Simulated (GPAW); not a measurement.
# Li/Mo(110): work function by functional and basis, part 2 of 2

Wanted: work functions and dipole of Li/Mo(110), with the cost of each level.

GPAW 26.7.0; GPAW, PAW setups; slab in vacuum, relaxation (the session's first sound run).

So far, upper work function (eV): step 2 (relaxing the atoms, PBE, GPAW) 3.82; step 4 (self-consistent run: xc = "RPBE") 3.77.

## Step 5: Self-consistent run: xc = "vdW-DF2"

The same geometry under vdW-DF2, to see how far the functional moves the levels against the vacuum (the van der Waals functionals take revPBE setups).

Input file run.py:

```python
import json
import numpy as np
from ase import Atoms
from gpaw import GPAW, PW

slab = Atoms(
    ['Mo', 'Mo', 'Mo', 'Mo', 'Li'],
    positions=[
        [0.00000, 0.00000, 7.00000],
        [2.22739, -0.00000, 9.22739],
        [0.00000, 0.00000, 11.46484],
        [2.22739, -0.00000, 13.64201],
        [2.22739, -0.00000, 16.31686]],
    cell=[[2.22739, -1.575, 0.0], [2.22739, 1.575, 0.0], [0.0, 0.0, 23.64316]],
    pbc=[True, True, False])

slab.calc = GPAW(mode=PW(400), xc='vdW-DF2', kpts={'size': (12, 12, 1), 'gamma': True},
                 occupations={'name': 'fermi-dirac', 'width': 0.1}, nbands='300%',
                 convergence={'density': 1e-05}, maxiter=200,
                 poissonsolver={'dipolelayer': 'xy'},
                 symmetry={'tolerance': 1e-3}, txt='slab.txt')
result = {}
energy = slab.get_potential_energy()
fermi = slab.calc.get_fermi_level()
v = slab.calc.get_electrostatic_potential().mean((0, 1)) - fermi
n = slab.calc.get_pseudo_density().mean((0, 1))
L = slab.cell[2, 2]
z = np.arange(len(v)) * L / len(v)
low, high = slab.positions[:, 2].min(), slab.positions[:, 2].max()
below, above = np.interp([low - 4.8, high + 4.8], z, v)
slopes = [np.interp(x, z, np.gradient(v, z)) for x in (low - 4.8, high + 4.8)]
eps = np.array([[slab.calc.get_eigenvalues(k, s) for k in range(len(slab.calc.get_ibz_k_points()))]
                for s in range(slab.calc.get_number_of_spins())]) - fermi
top, bottom = eps[eps < 0].max(), eps[eps > 0].min()
dipole = slab.get_dipole_moment()[2]
print(f'energy {energy:.4f} eV, Fermi level {fermi:.4f} eV, dipole {dipole:.5f} e A')
print(f'potential 4.8 A off the faces, from the Fermi level: lower {below:.4f} eV, upper {above:.4f} eV')
print(f'slope of the potential there: lower {slopes[0]:.5f}, upper {slopes[1]:.5f} eV/A')
print(f'nearest levels on the mesh: {top:.4f} and {bottom:.4f} eV')
print('magnetic moment', round(slab.get_magnetic_moment(), 3))
result.update(energy=energy, fermi=fermi, dipole=dipole, below=below, above=above, slopes=slopes, edges=[top, bottom],
              z=z.tolist(), v=v.tolist(), n=n.tolist(), positions=slab.positions.tolist(),
              forces=slab.get_forces(apply_constraint=False).tolist(), moments=slab.get_magnetic_moments().tolist())
json.dump(result, open('result.json', 'w'))
```

On the command line:

```bash
$ OMP_NUM_THREADS=1 OPENBLAS_NUM_THREADS=1 python run.py
```

Elapsed: 11 min, on 1 thread of Arm Neoverse V2, shared host; peak memory 0.49 GiB.

This step gave:

* dipole along the normal: 0.04175 e·Å
* levels nearest the Fermi level on the mesh: -1.82e-4, 0.03400 eV from the Fermi level
* upper work function: 3.869 eV
* lower work function: 4.946 eV

The electrostatic potential energy of an electron (without an applied field's), less the Fermi level, planar mean oscillates, so the rows of the table below give means over windows of 2.22 Å about each position, cut where the curve ends. Its maxima inside the range that stand out by 2 % of the span (Å: eV): 8.1: -2.42, 10.3: -2.51, 12.6: -2.83, 15.2: 1.97. Its minima: 7.0: -28.1, 9.2: -28.5, 11.5: -28.5, 13.6: -28.2, 16.4: -4.52.

The electrostatic potential energy of an electron (without an applied field's), less the Fermi level, planar mean by z; means over each step:

z (Å), electrostatic potential energy of an electron (without an applied field's), less the Fermi level, planar mean (eV) and a bar from the least value:
```
     1.11        4.9 ##############################
     3.33        4.9 ##############################
     5.55       -0.4 ######################
     7.77      -13.5 #
     9.99      -13.7 #
    12.21      -14.2 
    14.43       -9.7 #######
    16.65       -1.2 ####################
    18.87        3.5 ############################
    21.09        3.9 ############################
    23.31        3.9 ############################
```

The upper face's work function is 3.869 eV, against 3.815 eV in the first plane-wave PBE run at this geometry.

## Step 6: OptPBE vdW: xc = "optPBE-vdW"

The same geometry under optPBE-vdW, to see how far the functional moves the levels against the vacuum (the van der Waals functionals take revPBE setups).

run.py: that of step 5 with these lines changed.

```diff
@@ -16,3 +16,3 @@
 
-slab.calc = GPAW(mode=PW(400), xc='vdW-DF2', kpts={'size': (12, 12, 1), 'gamma': True},
+slab.calc = GPAW(mode=PW(400), xc='optPBE-vdW', kpts={'size': (12, 12, 1), 'gamma': True},
                  occupations={'name': 'fermi-dirac', 'width': 0.1}, nbands='300%',
```

The job ended after 9.8 min (1 thread; peak memory 0.49 GiB).

Numbers from this step:

```
dipole along the normal                    : 0.03721 e·Å
levels nearest the Fermi level on the mesh : -0.01172, 0.008670 eV from the Fermi level
upper work function                        : 3.885 eV
lower work function                        : 4.845 eV
```

The upper face's work function is 3.885 eV, against 3.815 eV in the first plane-wave PBE run at this geometry.

## Step 7: Self-consistent run: xc = "revPBE"

The same geometry under revPBE, to see how far the functional moves the levels against the vacuum.

run.py: that of step 6 with these lines changed.

```diff
@@ -16,3 +16,3 @@
 
-slab.calc = GPAW(mode=PW(400), xc='optPBE-vdW', kpts={'size': (12, 12, 1), 'gamma': True},
+slab.calc = GPAW(mode=PW(400), xc='revPBE', kpts={'size': (12, 12, 1), 'gamma': True},
                  occupations={'name': 'fermi-dirac', 'width': 0.1}, nbands='300%',
```

Elapsed: 7.9 min, on 1 thread; peak memory 0.37 GiB.

This step gave:

| Property | Result |
| --- | --- |
| dipole along the normal | 0.02988 e·Å |
| levels nearest the Fermi level on the mesh | -0.001521, 0.006168 eV from the Fermi level |
| upper work function | 3.769 eV |
| lower work function | 4.540 eV |

The electrostatic potential energy of an electron (without an applied field's), less the Fermi level, planar mean oscillates, so the rows of the table below give means over windows of 2.22 Å about each position, cut where the curve ends. Its maxima inside the range that stand out by 2 % of the span (Å: eV): 8.1: -2.14, 10.3: -2.23, 12.6: -2.55, 15.2: 2.05. Its minima: 7.0: -28.0, 9.2: -28.5, 11.5: -28.5, 13.6: -28.1, 16.4: -4.78.

Electrostatic potential energy of an electron (without an applied field's), less the Fermi level, planar mean against z; means over each step:

z (Å), electrostatic potential energy of an electron (without an applied field's), less the Fermi level, planar mean (eV) and a bar from the least value:
```
     1.11        4.5 ##############################
     3.33        4.5 ##############################
     5.55       -0.5 ######################
     7.77      -13.4 #
     9.99      -13.5 #
    12.21      -14.0 
    14.43       -9.6 #######
    16.65       -1.4 ####################
    18.87        3.4 ############################
    21.09        3.8 #############################
    23.31        3.8 #############################
```

The upper face's work function is 3.769 eV, against 3.815 eV in the first plane-wave PBE run at this geometry.

## Step 8: Self-consistent run: xc = "LDA"

The same geometry under LDA, to see how far the functional moves the levels against the vacuum.

run.py: that of step 7 with these lines changed.

```diff
@@ -16,3 +16,3 @@
 
-slab.calc = GPAW(mode=PW(400), xc='revPBE', kpts={'size': (12, 12, 1), 'gamma': True},
+slab.calc = GPAW(mode=PW(400), xc='LDA', kpts={'size': (12, 12, 1), 'gamma': True},
                  occupations={'name': 'fermi-dirac', 'width': 0.1}, nbands='300%',
```

The job ended after 6.8 min (1 thread; peak memory 0.37 GiB).

Numbers from this step:

```yaml
dipole_along_the_normal: 0.04121 e·Å
levels_nearest_the_fermi_level_on_the_mesh: -0.01076, 0.008854 eV from the Fermi level
upper_work_function: 3.898 eV
lower_work_function: 4.961 eV
```

The electrostatic potential energy of an electron (without an applied field's), less the Fermi level, planar mean oscillates, so the rows of the table below give means over windows of 2.22 Å about each position, cut where the curve ends. Its maxima inside the range that stand out by 2 % of the span (Å: eV): 8.1: -1.79, 10.3: -1.87, 12.6: -2.19, 15.2: 2.35. Its minima: 7.0: -27.8, 9.2: -28.2, 11.5: -28.2, 13.6: -27.9, 16.4: -4.58.

Table of electrostatic potential energy of an electron (without an applied field's), less the Fermi level, planar mean by z; means over each step:

```
z (Å)  electrostatic potential energy of an electron (without an applied field's), less the Fermi level, planar mean (eV)
 1.11                                                                                                                4.92
 3.33                                                                                                                4.93
 5.55                                                                                                              -0.171
 7.77                                                                                                               -13.1
 9.99                                                                                                               -13.2
12.21                                                                                                               -13.7
14.43                                                                                                               -9.29
16.65                                                                                                               -1.18
18.87                                                                                                                3.55
21.09                                                                                                                3.90
23.31                                                                                                                3.94
```

The upper face's work function is 3.898 eV, against 3.815 eV in the first plane-wave PBE run at this geometry.

## Step 9: Real-space grid: mode = "fd"

A real-space grid is a second complete basis, so it checks the plane-wave result.

run.py: that of step 8 with these lines changed.

```diff
@@ -3,3 +3,3 @@
 from ase import Atoms
-from gpaw import GPAW, PW
+from gpaw import GPAW
 
@@ -16,3 +16,3 @@
 
-slab.calc = GPAW(mode=PW(400), xc='LDA', kpts={'size': (12, 12, 1), 'gamma': True},
+slab.calc = GPAW(mode='fd', h=0.18, xc='PBE', kpts={'size': (12, 12, 1), 'gamma': True},
                  occupations={'name': 'fermi-dirac', 'width': 0.1}, nbands='300%',
```

Wall time 49 min (1 thread); peak memory 2.5 GiB.

Numbers from this step:

```
dipole along the normal                    : 0.03301 e·Å
levels nearest the Fermi level on the mesh : -0.005043, 0.005708 eV from the Fermi level
upper work function                        : 3.814 eV
lower work function                        : 4.666 eV
```

The upper face's work function is 3.814 eV, against 3.815 eV in the first plane-wave PBE run at this geometry.

## Step 10: All levels side by side

Times are for 1 thread of Arm Neoverse V2, shared host. The series side by side:

```
no.         run  upper work function (eV)  lower work function (eV)     time  memory (GiB)
  1          pw                     3.815                     4.667  7.1 min          0.37
  2        RPBE                     3.773                     4.519  7.7 min          0.36
  3     vdW DF2                     3.869                     4.946   11 min          0.49
  4  optPBE vdW                     3.885                     4.845  9.8 min          0.49
  5      revPBE                     3.769                     4.540  7.9 min          0.37
  6         LDA                     3.898                     4.961  6.8 min          0.37
  7          fd                     3.814                     4.666   49 min           2.5
```

## Step 11: Atomic orbitals

Atom-centred orbitals end a few angstrom from the surface, which tests how much the density's tail matters.

run.py: that of step 9 with these lines changed.

```diff
@@ -16,4 +16,4 @@
 
-slab.calc = GPAW(mode='fd', h=0.18, xc='PBE', kpts={'size': (12, 12, 1), 'gamma': True},
-                 occupations={'name': 'fermi-dirac', 'width': 0.1}, nbands='300%',
+slab.calc = GPAW(mode='lcao', basis='dzp', h=0.18, xc='PBE', kpts={'size': (12, 12, 1), 'gamma': True},
+                 occupations={'name': 'fermi-dirac', 'width': 0.1}, nbands='120%',
                  convergence={'density': 1e-05}, maxiter=200,
```

It took 53 min on 1 thread; peak memory 0.51 GiB.

The run was cut off at its time limit.

## Step 12: Side by side

Results and costs are gathered.

This step: comparison of work functions, dipole and cost (GPAW 26.7.0).

Ladder, by row:

```
      step  code  work function, upper (eV)  work function, lower (eV)  dipole (e Å)  wall time (s)  peak memory (GiB)  threads
        pw  GPAW                      3.815                      4.667       0.03304          425.2               0.37        1
      RPBE  GPAW                      3.773                      4.519       0.02894          464.8               0.36        1
   vdW-DF2  GPAW                      3.869                      4.946       0.04175          656.9               0.49        1
optPBE-vdW  GPAW                      3.885                      4.845       0.03721          587.3               0.49        1
    revPBE  GPAW                      3.769                       4.54       0.02988          472.4               0.37        1
       LDA  GPAW                      3.898                      4.961       0.04121          407.7               0.37        1
        fd  GPAW                      3.814                      4.666       0.03301           2929               2.52        1
```

## Step 13: Summary of results

```
work function, upper and lower face : 3.815 and 4.667 eV
dipole along the normal             : 0.0330 e Å
```

In words: With plane waves and PBE the work function is 3.82 eV on the upper face and 4.67 eV on the lower. The two faces differ by 0.85 eV, the step that the slab's dipole makes (e p/(ε0 A) gives 0.85 eV), so the dipole layer is needed. Over the sound runs of the table the upper face's work function spans 3.769 (revPBE) to 3.898 eV (LDA). The cell of 7.02 Å² holds one Li, started on one chosen site; other sites and coverages weren't tried. The in-plane lattice was kept as typed, which isn't the functional's own and leaves some strain; spin-orbit coupling and temperature are left out.

[Logs are printed without paths, hosts, clocks, repeated set-up lines and the standing remarks that a program may print on its own settings, such as how far it seeks lower states.]

[Hosts, paths, dates, database ids (printed as entryN), source tags and the programs' standing remarks are cut or masked in the printed files.]
